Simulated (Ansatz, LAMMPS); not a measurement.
**What do other settings change for glassy 77SiO2-6B2O3-8CaO-8MgO (mol %) (142 atoms)?**

Density of this cell: 2.59 g/cm³. The cell holds 142 atoms: 37 Si, 6 B, 4 Ca, 4 Mg and 91 O. Cell: a = 12.174 Å, b = 12.174 Å, c = 12.174 Å, α = 90.0°, β = 90.0°, γ = 90.0°. 142 atoms (37 Si, 6 B, 4 Ca, 4 Mg, 91 O) placed at random at 2.31 g/cm³, melted at 3000 K for 20 ps at fixed volume with the Buckingham and Coulomb pair potential of Guillot and Sator (Geochim. Cosmochim. Acta 71, 1249 (2007)) with the boron terms of Wang et al. (J. Non-Cryst. Solids 498, 294 (2018)). Quenched from 3000 K to 300 K at 10 K/ps and fixed volume, held 10 ps at zero pressure.

Geometry: as built.

Reference run: Kohn-Sham DFT, PBE, PAW (set soft_2), plane waves (Ansatz 0.2.0), cutoff 420 eV, Γ point, fixed occupations.

```
r.m.s. force component                           : 1.067 eV/Å
pressure                                         : 0.3432 GPa
gap (highest filled to lowest empty level) : 3.166 eV
SCF cycles                                       : 9
time                                             : 45 s on 4 threads of Arm Neoverse V2, shared host
```

Variants, in no order:
A. support functions medium, spacing 0.238 Å
B. support functions medium
C. support functions medium, spacing 0.275 Å

**Question.** Rank the variants by how far their forces lie from the reference's, least first.

B, A, C.

| variant | Δ force, r.m.s. (meV/Å) | share of r.m.s. force (%) |
| --- | --- | --- |
| B. support functions medium | 0.807 | 0.0757 |
| A. support functions medium, spacing 0.238 Å | 1.68 | 0.158 |
| C. support functions medium, spacing 0.275 Å | 13.4 | 1.25 |

[Logs are printed without paths, hosts, clocks, repeated set-up lines and the standing remarks that a program may print on its own settings, such as how far it seeks lower states.]

[Hosts, paths, dates, database ids (printed as entryN), source tags and the programs' standing remarks are cut or masked in the printed files.]
